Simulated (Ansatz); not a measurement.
# ZnS (F-43m): zone-centre modes under pressure

Wanted: Grüneisen parameters and pressure coefficients of the modes of ZnS (F-43m).

Method: DFT PBE, scalar-relativistic, plane waves, PAW; PAW set soft_1, in Ansatz 0.2.0.

This is a report of a sequence of runs, with most program output left out.

The database entry behind the starting cell differs from later determinations by our own check (about 0.1 % short), so it need not match the best structure at ambient conditions.

**1. The structure**

The structure is cubic, space group F-43m (No. 216). The conventional cell has a = 5.404 Å, b = 5.404 Å, c = 5.404 Å, α = 90.00°, β = 90.00°, γ = 90.00°. Nearest to S lie 4 Zn at 2.34 Å. Nearest to Zn lie 4 S at 2.34 Å. Farther neighbours and most contacts between anions are not listed.

**2. Bringing the structure to rest**

The cell and atoms are relaxed, since residual forces and stress would shift the frequencies.

Contents of input.yaml:

```yaml
crystal:
  lattice:
    - [0.0, 2.702, 2.702]
    - [2.702, 0.0, 2.702]
    - [2.702, 2.702, 0.0]
  atoms:
    - { symbol: S, position: [0.0, 0.0, 0.0] }
    - { symbol: Zn, position: [0.75, 0.75, 0.75] }
kpoints:
  mp_grid: { grid: [10, 10, 10] }
hamiltonian:
  xc: pbe
  pseudopotentials: { kind: paw, azcp: { folder: soft_1 } }
scf:
  occupations: { method: gaussian, width: 0.02 }
output:
  forces: true
  stress: true
  eigenvalues: true
  write_density: true
  write_potential: true
  elf: true
  volumetric_format: npy
relax:
  adjacent_minimum: "off"
  f_tol: 0.005
  max_steps: 80
  cell: { stress_tol: 0.05 }
```

Launch:

```sh
ansatz run input.yaml --threads 4 --pin off --max-ram 10240MiB --backend cpu --events-out ev --progress --plain --runs-dir out
```

It took 4 s on 4 threads of Arm Neoverse V1, shared host; peak memory 0.34 GiB; 15 s of CPU time.

The steps of the relaxation:

| step | energy less that of the first step (eV) | largest force component (eV/Å) | pressure (GPa) | volume (Å³) |
| --- | --- | --- | --- | --- |
| 1 | 0.0000 | 0.0000 | 1.60 | 39.45 |
| 2 | -0.0032 | 0.0000 | 0.68 | 39.94 |
| 3 | -0.0039 | 0.0000 | 0.03 | 40.31 |
| 4* | -0.0043 | 0.0000 | 0.03 | 40.31 |

Relaxation steps marked * repeat the geometry before them on a plane-wave basis chosen anew for their cell, so energy and pressure can jump there.

The run keeps the 24 symmetry operations that it works with, so distortions that break them were not tested.

| conventional cell, symmetrised | before | after | change |
| --- | --- | --- | --- |
| a (Å) | 5.404 | 5.443 | +0.7 % |
| b (Å) | 5.404 | 5.443 | +0.7 % |
| c (Å) | 5.404 | 5.443 | +0.7 % |
| volume (Å³/atom) | 19.73 | 20.16 | +2.2 % |

The relaxed structure:

```cif
data_structure
_symmetry_space_group_name_H-M 'P 1'
_symmetry_Int_Tables_number 1
_cell_length_a 3.8488
_cell_length_b 3.8488
_cell_length_c 3.8488
_cell_angle_alpha 60.000
_cell_angle_beta 60.000
_cell_angle_gamma 60.000
_cell_volume 40.31
loop_
_atom_site_label
_atom_site_type_symbol
_atom_site_fract_x
_atom_site_fract_y
_atom_site_fract_z
_atom_site_occupancy
S1 S 0.00000 0.00000 0.00000 1
Zn2 Zn 0.75000 0.75000 0.75000 1
```

Numbers from this step:

| Quantity | Value |
| --- | --- |
| pressure | 0.02617 GPa |
| gap on the k-mesh | 2.013 eV |
| volume per atom | 20.16 Å³ |

Electrostatic potential energy in the ac plane of a cell with a along [110], b along [-110] and c along [001] of the cube at fractional y = 0.000, with atoms of S and Zn within 0.2 Å of it. With pseudopotentials it is smooth inside the atoms' cores, unlike the true potential.

Ten even steps from '_' (-54 eV) to '@' (11 eV), each cell a mean:
```
----##@@@@@@@@@@##------++%%@@@@@@@@%%==--
==**%%@@@@@@@@@@%%**==++##@@@@@@@@@@@@##++
%%@@@@@@@@@@@@@@@@@@%%%%@@@@@@@@@@@@@@@@%%
@@@@@@@@@@@@@@@@@@@@@@@@@@@@@@@@@@@@@@@@@@
@@@@@@@@@@@@@@@@@@@@@@@@@@@@@@@@@@@@@@@@@@
@@@@@@@@@@@@@@@@@@@@@@@@@@@@@@@@@@@@@@@@@@
@@@@@@@@@@@@@@@@@@@@@@@@@@@@@@@@@@@@@@@@@@
@@@@@@@@@@%%@@@@@@@@@@@@@@@@@@%%%%@@@@@@@@
@@@@@@%%++==++%%@@@@@@@@@@@@**====##@@@@@@
@@@@@@++..__..++@@@@@@@@@@##--____--##@@@@
@@@@%%==______++%%@@@@@@@@##::____::##@@@@
##%%%%**::..::**%%%%####%%%%==....==%%%%##
--==%%%%##**##%%##==----**%%%%****%%%%**--
==--**@@@@@@@@@@**--==--==%%@@@@@@@@%%==--
```
Columns run along a (7.7 Å; values clipped at the 3rd and 97th percentile), rows up along c (5.4 Å), edges of the conventional cell, whose origin can differ from the input's. Atoms in or near the plane, at fractional coordinates: S at (0.50, 0.00), S at (0.00, 0.00), Zn at (0.75, 0.25), Zn at (0.25, 0.25).

ELF in the ac plane of a cell with a along [110], b along [-110] and c along [001] of the cube at fractional y = 0.000, with atoms of S and Zn within 0.2 Å of it. It is the smooth field of the valence electrons, not physical close to the nuclei.

Values, 8 rows by 16 columns, each cell a mean:
```
0.45 0.75 0.61 0.18 0.10 0.46 0.76 0.56 0.45 0.75 0.61 0.18 0.10 0.46 0.76 0.56
0.70 0.55 0.25 0.04 0.02 0.15 0.46 0.67 0.70 0.55 0.25 0.04 0.02 0.15 0.46 0.67
0.17 0.09 0.03 0.02 0.02 0.02 0.06 0.15 0.17 0.09 0.03 0.02 0.02 0.02 0.06 0.15
0.01 0.02 0.05 0.08 0.09 0.06 0.03 0.02 0.01 0.02 0.05 0.08 0.09 0.06 0.03 0.02
0.03 0.07 0.14 0.14 0.14 0.15 0.10 0.04 0.03 0.07 0.14 0.14 0.14 0.15 0.10 0.04
0.28 0.20 0.14 0.04 0.02 0.11 0.18 0.26 0.28 0.20 0.14 0.04 0.02 0.11 0.18 0.26
0.77 0.64 0.23 0.06 0.04 0.15 0.50 0.77 0.77 0.64 0.23 0.06 0.04 0.15 0.50 0.77
0.31 0.79 0.63 0.21 0.16 0.45 0.83 0.48 0.31 0.79 0.63 0.21 0.16 0.45 0.83 0.48
```
Columns run along a (7.7 Å), rows up along c (5.4 Å), edges of the conventional cell, whose origin can differ from the input's. Atoms in or near the plane, at fractional coordinates: S at (0.50, 0.00), S at (0.00, 0.00), Zn at (0.75, 0.25), Zn at (0.25, 0.25).

Valence density in the ac plane of a cell with a along [110], b along [-110] and c along [001] of the cube at fractional y = 0.000, with atoms of S and Zn within 0.2 Å of it. It is the smooth field of the valence electrons, not physical close to the nuclei.

Ten steps, logarithmic in the rise over the least value, from '_' (0 e/Å³) to '@' (33 e/Å³), each cell a mean:
```
::::::..______..::::::::::..________..::::
::::..__________..::::::::..________..::::
....______________........____________....
__________________________________________
__________________________________________
__________________________________________
__________________________________________
__________..__________________....________
______..::--::..____________..----..______
______::**%%**::__________..==%%##==..____
......--##@@##--............++@@@@++......
::::..::==**==::..::::::....--****--....::
----::....::....::------::::..::::..::::--
..--::..______..::--..::--::..____..::--::
```
Columns run along a (7.7 Å), rows up along c (5.4 Å), edges of the conventional cell, whose origin can differ from the input's. Atoms in or near the plane, at fractional coordinates: S at (0.50, 0.00), S at (0.00, 0.00), Zn at (0.75, 0.25), Zn at (0.25, 0.25).

In this step the volume went from 19.73 to 20.16 Å³/atom.

**3. Tight relaxation**

Phonons need small forces and stress, so the relaxation is finished with tight tolerances on 12×12×12 k points.

input.yaml, the sections that differ from step 2:

```yaml
crystal:
  lattice:
    - [0.0, 2.7214907807, 2.7214907807]
    - [2.7214907807, 0.0, 2.7214907807]
    - [2.7214907807, 2.7214907807, 0.0]
  atoms:
    - { symbol: S, position: [0.0, 0.0, 0.0] }
    - { symbol: Zn, position: [0.75, 0.75, 0.75] }
kpoints:
  mp_grid: { grid: [12, 12, 12] }
scf:
  occupations: { method: fixed }
relax:
  adjacent_minimum: "off"
  f_tol: 0.001
  max_steps: 60
  cell: { stress_tol: 0.01 }
# hamiltonian, output: as in step 2
```

Run time: 5.6 s. Hardware: 4 threads; peak memory 0.36 GiB; 21 s of CPU time.

Little changed from the start: no atom moved by 0.005 Å and no cell edge by 0.1 %.

Numbers from this step:

```
pressure          : 6.42e-5 GPa
gap on the k-mesh : 2.011 eV
```

Valence density in the ac plane of a cell with a along [110], b along [-110] and c along [001] of the cube at fractional y = 0.000, with atoms of S and Zn within 0.2 Å of it. It is the smooth field of the valence electrons, not physical close to the nuclei.

Ten steps, logarithmic in the rise over the least value, from '0' (0 e/Å³) to '9' (33 e/Å³), each cell a mean:
```
222100012222210000122
221000001222210000122
110000000111100000011
000000000000000000000
000000000000000000000
000000000000000000000
000000000000000000000
000001000000000110000
000123210000001331000
000268620000014874100
111379731111115995111
221246421222113663112
332112112333221221223
132100012312321001232
```
Columns run along a (7.7 Å), rows up along c (5.4 Å), edges of the conventional cell, whose origin can differ from the input's. Atoms in or near the plane, at fractional coordinates: S at (0.50, 0.00), S at (0.00, 0.00), Zn at (0.75, 0.25), Zn at (0.25, 0.25).

Electrostatic potential energy in the ac plane of a cell with a along [110], b along [-110] and c along [001] of the cube at fractional y = 0.000, with atoms of S and Zn within 0.2 Å of it. With pseudopotentials it is smooth inside the atoms' cores, unlike the true potential.

Ten even steps from '0' (-54 eV) to '9' (11 eV), each cell a mean:
```
337999997333589999843
468999998645799999975
899999999988999999998
999999999999999999999
999999999999999999999
999999999999999999999
999999999999999999999
999998999999999889999
999854589999996447999
999510159999973003799
998400058999972002799
788621268877884114887
348876787433688668863
436999996343489999843
```
Columns run along a (7.7 Å; values clipped at the 3rd and 97th percentile), rows up along c (5.4 Å), edges of the conventional cell, whose origin can differ from the input's. Atoms in or near the plane, at fractional coordinates: S at (0.50, 0.00), S at (0.00, 0.00), Zn at (0.75, 0.25), Zn at (0.25, 0.25).

ELF in the ac plane of a cell with a along [110], b along [-110] and c along [001] of the cube at fractional y = 0.000, with atoms of S and Zn within 0.2 Å of it. It is the smooth field of the valence electrons, not physical close to the nuclei.

Values, 8 rows by 16 columns, each cell a mean:
```
0.45 0.75 0.61 0.18 0.10 0.46 0.76 0.56 0.45 0.75 0.61 0.18 0.10 0.46 0.76 0.56
0.70 0.55 0.25 0.04 0.02 0.15 0.46 0.67 0.70 0.55 0.25 0.04 0.02 0.15 0.46 0.67
0.17 0.09 0.03 0.02 0.02 0.02 0.06 0.15 0.17 0.09 0.03 0.02 0.02 0.02 0.06 0.15
0.01 0.02 0.05 0.08 0.09 0.06 0.03 0.02 0.01 0.02 0.05 0.08 0.09 0.06 0.03 0.02
0.03 0.07 0.14 0.14 0.14 0.15 0.10 0.04 0.03 0.07 0.14 0.14 0.14 0.15 0.10 0.04
0.28 0.20 0.14 0.04 0.02 0.11 0.18 0.26 0.28 0.20 0.14 0.04 0.02 0.11 0.18 0.26
0.77 0.64 0.23 0.06 0.04 0.15 0.50 0.77 0.77 0.64 0.23 0.06 0.04 0.15 0.50 0.77
0.31 0.79 0.63 0.21 0.16 0.45 0.83 0.48 0.31 0.79 0.63 0.21 0.16 0.45 0.83 0.48
```
Columns run along a (7.7 Å), rows up along c (5.4 Å), edges of the conventional cell, whose origin can differ from the input's. Atoms in or near the plane, at fractional coordinates: S at (0.50, 0.00), S at (0.00, 0.00), Zn at (0.75, 0.25), Zn at (0.25, 0.25).

The forces vanish by symmetry and the pressure is 0.000 GPa, within the tolerances set. The cell now holds 20.16 Å³/atom.

**4. Zone-centre response at rest**

The modes at rest are the reference of the series, and the response to a field gives the dielectric tensor and the Born charges.

input.yaml, the sections that differ from step 3:

```yaml
crystal:
  lattice:
    - [0.0, 2.7218308454, 2.7218308454]
    - [2.7218308454, 0.0, 2.7218308454]
    - [2.7218308454, 2.7218308454, 0.0]
  atoms:
    - { symbol: S, position: [0.0, 0.0, 0.0] }
    - { symbol: Zn, position: [0.75, 0.75, 0.75] }
output:
  eigenvalues: true
phonons:
  method: dfpt
  dielectric: true
  rigid_motions: translations
  raman: true
# kpoints, hamiltonian, scf: as in step 3
# relax: removed
```

Elapsed: 2 min, on 4 threads; peak memory 1.2 GiB.

Numbers from this step:

```
sum-rule residual before enforcement                    : 2.48e-4 eV/Å²
miss of the charge sum rule                             : 3.40e-4 e
estimated error of the dielectric tensor                : 0.01513
estimated error of the Born charges                     : 0.01259 e
point group                                             : -43m
highest optical mode at the zone centre (no LO-TO term) : 260.1 cm⁻¹
lowest optical zone-centre mode                         : 260.1 cm⁻¹
mean high-frequency dielectric constant                 : 5.936
largest Born charge (third of the trace)                : -2.017 e
mean static dielectric constant                         : 9.347
top of the zone-centre spectrum with the field          : 326.4 cm⁻¹
```

Without the LO-TO term. Patterns of degenerate modes are one choice out of their space. Modes at Γ, with each element's share of the kinetic energy:

| mode | frequency (cm⁻¹) | symmetry | S % | Zn % |
| --- | --- | --- | --- | --- |
| 1 | 0.0 | acoustic | 33 | 67 |
| 2 | 0.0 | acoustic | 33 | 67 |
| 3 | 0.0 | acoustic | 33 | 67 |
| 4 | 260.1 | T2 | 67 | 33 |
| 5 | 260.1 | T2 | 67 | 33 |
| 6 | 260.1 | T2 | 67 | 33 |

Displacements in mode 4 (260.1 cm⁻¹), the largest set to 1:
```
S1   1.00  0.00  0.00
Zn2 -0.49  0.00  0.00
```

Optical modes at the zone centre, without and with the macroscopic field of the longitudinal modes; each column is sorted by frequency, so a row need not hold one and the same mode. Modes with and without the field, by row:

| rank among optical modes | no field (cm⁻¹) | q along (1, 0, 0) (cm⁻¹) |
| --- | --- | --- |
| 1 | 260.1 | 260.1 |
| 2 | 260.1 | 260.1 |
| 3 | 260.1 | 326.4 |

Born charge (rows field, columns displacement) (e), principal values of the symmetric part by kind of site:

| atom | atoms with these values | low | middle | high | mean |
| --- | --- | --- | --- | --- | --- |
| S1 | 1 | -2.02 | -2.02 | -2.02 | -2.02 |
| Zn2 | 1 | 2.02 | 2.02 | 2.02 | 2.02 |

In full for S1:

```
-2.02  0.00  0.00
 0.00 -2.02  0.00
 0.00  0.00 -2.02
```

High-frequency dielectric tensor:

```
5.94 0.00 0.00
0.00 5.94 0.00
0.00 0.00 5.94
```

Static dielectric tensor (ions relaxed, fixed cell):

```
9.35 0.00 0.00
0.00 9.35 0.00
0.00 0.00 9.35
```

Transverse modes. Infrared lines, with heights relative to the strongest:

| position (cm⁻¹) | label | relative intensity |
| --- | --- | --- |
| 260 | T2 | 100 |

Activity x (w_L - w)^4 (n + 1)/w, 532 nm, 300 K; the tensors are static ones, while 532 nm light lies above the computed direct gap, where resonance would change the heights; modes without the macroscopic field alone. Raman lines, with heights relative to the strongest:

| position (cm⁻¹) | label | relative intensity |
| --- | --- | --- |
| 260 | T2 | 100 |

Before it was imposed, the acoustic sum rule was missed by 2.5e-4 eV/Å² and the charge sum rule by 3.4e-4 e. Small misses are needed for a sound result but don't prove that mesh and cutoff are converged. The lowest optical mode is real, 260 cm⁻¹.

**5. Ground state of a member: 1.06 times the volume at rest**

The cell is set to 1.06 times the volume at rest; symmetry leaves nothing else free, so this is a single point.

input.yaml, the sections that differ from step 4:

```yaml
crystal:
  lattice:
    - [0.0, 2.7752136305, 2.7752136305]
    - [2.7752136305, 0.0, 2.7752136305]
    - [2.7752136305, 2.7752136305, 0.0]
  atoms:
    - { symbol: S, position: [0.0, 0.0, 0.0] }
    - { symbol: Zn, position: [0.75, 0.75, 0.75] }
output:
  forces: true
  stress: true
  eigenvalues: true
# kpoints, hamiltonian, scf: as in step 4
# phonons: removed
```

Wall time 1.4 s (4 threads); peak memory 0.34 GiB.

Numbers from this step:

| Quantity | Value |
| --- | --- |
| pressure | -3.559 GPa |
| gap on the k-mesh | 1.766 eV |
| volume per atom | 21.37 Å³ |

The forces vanish by symmetry, at a pressure of -3.56 GPa.

**6. Modes of this member: 1.06 times the volume at rest**

The zone-centre modes follow for 1.06 times the volume at rest, with the response to a field.

input.yaml: that of step 5 with these lines changed.

```diff
@@ -16,4 +16,6 @@
 output:
-  forces: true
-  stress: true
   eigenvalues: true
+phonons:
+  method: dfpt
+  dielectric: true
+  rigid_motions: translations
```

Elapsed: 38 s, on 4 threads; peak memory 0.82 GiB; 2.4 min of CPU time.

Numbers from this step:

```yaml
sum_rule_residual_before_enforcement: 2.56e-4 eV/Å²
miss_of_the_charge_sum_rule: 5.07e-4 e
estimated_error_of_the_dielectric_tensor: 0.01550
estimated_error_of_the_born_charges: 0.01273 e
highest_optical_mode_at_the_zone_centre_no_lo_to_term: 233.5 cm⁻¹
lowest_optical_zone_centre_mode: 233.5 cm⁻¹
mean_high_frequency_dielectric_constant: 6.005
largest_born_charge_third_of_the_trace: -2.094 e
mean_static_dielectric_constant: 10.31
top_of_the_zone_centre_spectrum_with_the_field: 305.9 cm⁻¹
```

[end of part 1 of 2]

[Logs are printed without paths, hosts, clocks, repeated set-up lines and the standing remarks that a program may print on its own settings, such as how far it seeks lower states.]

[Hosts, paths, dates, database ids (printed as entryN), source tags and the programs' standing remarks are cut or masked in the printed files.]
